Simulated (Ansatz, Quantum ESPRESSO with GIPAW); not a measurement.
# From a field gradient to a quadrupolar line: 35Cl in Na3ScCl6

A plane-wave PAW calculation (PBEsol, Ansatz) gives this electric field gradient, in 10²¹ V/m² and Cartesian axes, at one Cl site of Na3ScCl6 (atom 2; bound to ScNa5; site symmetry 4mm):

```
     -2.3656        0.0000        0.0000
      0.0000       -2.3656        0.0000
      0.0000        0.0000        4.7313
```

35Cl has spin 3/2, Q = -0.08112 barn and |γ|/2π = 4.1765 MHz/T. The cell is the Fm-3m form of a database entry, atoms relaxed, static and at 0 K. 

**Task.** Find C_Q, η_Q and ν_Q, and the shift and width of the central transition under fast MAS at 16.4 T and 18.8 T.

1. The tensor is symmetric and traceless. Its eigenvalues, ordered by size, are V_xx = -2.3656, V_yy = -2.3656 and V_zz = 4.7313.

2. η_Q = (V_xx − V_yy)/V_zz = 0.000.

3. C_Q = eQV_zz/h. One unit of 10²¹ V/m² with one barn gives 24.18 MHz, so C_Q = 24.18 × −0.08112 × 4.7313 = -9.280 MHz. A spectrum shows its size, not its sign.

4. ν_Q = 3C_Q/[2I(2I−1)] = 4.640 MHz in size, and P_Q = |C_Q|√(1 + η²/3) = 9.280 MHz.

5. The resonances lie at ν0 = 68.50 and 78.52 MHz, so ν_Q/ν0 is 0.068 at most and second order holds. The centre of gravity moves by δ_Q = −(3/40)(P_Q/ν0)² F × 10⁶ ppm, with F = [I(I+1) − 3/4]/[I²(2I−1)²] = 0.3333: -459 ppm at 16.4 T and -349 ppm at 18.8 T.

6. Summing the second-order term over orientations gives a full width of 983 ppm (67 kHz) and 748 ppm (59 kHz). In ppm both fall as 1/B²: (16.4/18.8)² = 0.761. The spinning rate must pass the static width for this shape to show cleanly.

[Banner, clock, file and message-heading lines were taken out of the pw.x and gipaw.x logs.]

[Logs are printed without paths, hosts, clocks, repeated set-up lines and the standing remarks that a program may print on its own settings, such as how far it seeks lower states.]

[Hosts, paths, dates, database ids (printed as entryN), source tags and the programs' standing remarks are cut or masked in the printed files.]
